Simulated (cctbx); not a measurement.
## Accept or mend?

Cell a = 7.5690 Å, b = 7.5690 Å, c = 5.9350 Å, α = 90.00°, β = 90.00°, γ = 120.00°; space group P-3m1 (no. 164).

The data are simulated with cctbx, not measured: Mo Kα, λ = 0.71073 Å, to d = 0.7 Å, 70 % of the full sphere, strongest reflection 70000 counts, noise from counting, a 4 % proportional error and a noise floor of 4 counts (s.d.); no absorption, and some extinction, which the refinements don't model.

An anisotropic refinement with weights 1/σ² prints:

```text
Rint 0.033, 371 unique reflections to 0.70 A
cycle     R1     wR2    GooF  max shift (A)
   1  0.0529  0.1605   7.538   0.00113
   2  0.0117  0.0312   1.466   0.00000
final R1 0.0117 wR2 0.0312 GooF 1.466  parameters 11  data/parameter 33.7
atom        x        y        z      Ueq    occ   su(xyz)  su(Uiso or U11)
Tc1    0.00000  0.00000  0.00000   0.0129  1.000  0.00000  0.0001
Rb1    0.66667  0.33333  0.69958   0.0126  1.000  0.00005  0.0001
As1    0.69750  0.84875  0.78085   0.0118  1.000  0.00003  0.0001
difference map: max 0.40 min -1.15 rms 0.12
Q1    0.1453  0.2906  0.8496    6    0.43  0.42 A from As1
Q2    0.3333  0.6667  0.6686    2    0.34  2.19 A from Rb1
Q3    0.1683  0.3366  0.7621    6    0.32  0.25 A from As1
Q4    0.0539  0.1078  0.1276    6    0.31  1.04 A from Tc1
Q5    0.1228  0.2455  0.3657    6    0.30  2.02 A from As1
Q6    0.2340  0.4680  0.7310    6    0.30  1.12 A from As1
```

Q: Accept it or mend it, and why?

Mend it. The fault: wrong element: As1 is Br. Against the right model at the same level, R1 goes from 0.0093 to 0.0117 and GooF from 0.96 to 1.47. As1 has 2 electrons too few and its U shrinks to make up, as expected (near an absorption edge f′ can widen the mismatch well beyond the difference in Z).

The compound is Rb2TcBr6. The right model at the same level gives:

```text
Rint 0.033, 371 unique reflections to 0.70 A
cycle     R1     wR2    GooF  max shift (A)
   1  0.0415  0.1298   6.098   0.00119
   2  0.0093  0.0205   0.963   0.00000
final R1 0.0093 wR2 0.0205 GooF 0.963  parameters 11  data/parameter 33.7
atom        x        y        z      Ueq    occ   su(xyz)  su(Uiso or U11)
Tc1    0.00000  0.00000  0.00000   0.0124  1.000  0.00000  0.0001
Rb1    0.66667  0.33333  0.69969   0.0121  1.000  0.00003  0.0001
Br1    0.69748  0.84874  0.78085   0.0139  1.000  0.00002  0.0001
difference map: max 0.41 min -0.54 rms 0.11
Q1    0.3333  0.6667  0.6644    2    0.41  2.16 A from Rb1
Q2    0.0570  0.1139  0.1331    6    0.35  1.09 A from Tc1
Q3    0.1223  0.2446  0.3657    6    0.34  2.02 A from Br1
Q4    0.2257  0.6128  0.9251    6    0.32  2.29 A from Br1
Q5    0.0456  0.5228  0.4565    6    0.32  2.10 A from Rb1
Q6    0.2358  0.6179  0.4698    6    0.31  1.19 A from Rb1
```

Isotropic U is held between 0.0001 and 1 Å² by the program, and listed peak heights are interpolated, so they can pass the grid's maximum.

The model was made for the exercise: a known structure type with other elements put in, its volume estimated, not relaxed; displacement parameters are assumed.

[Middle refinement cycles are left out of these outputs.]

[Logs are printed without paths, hosts, clocks, repeated set-up lines and the standing remarks that a program may print on its own settings, such as how far it seeks lower states.]
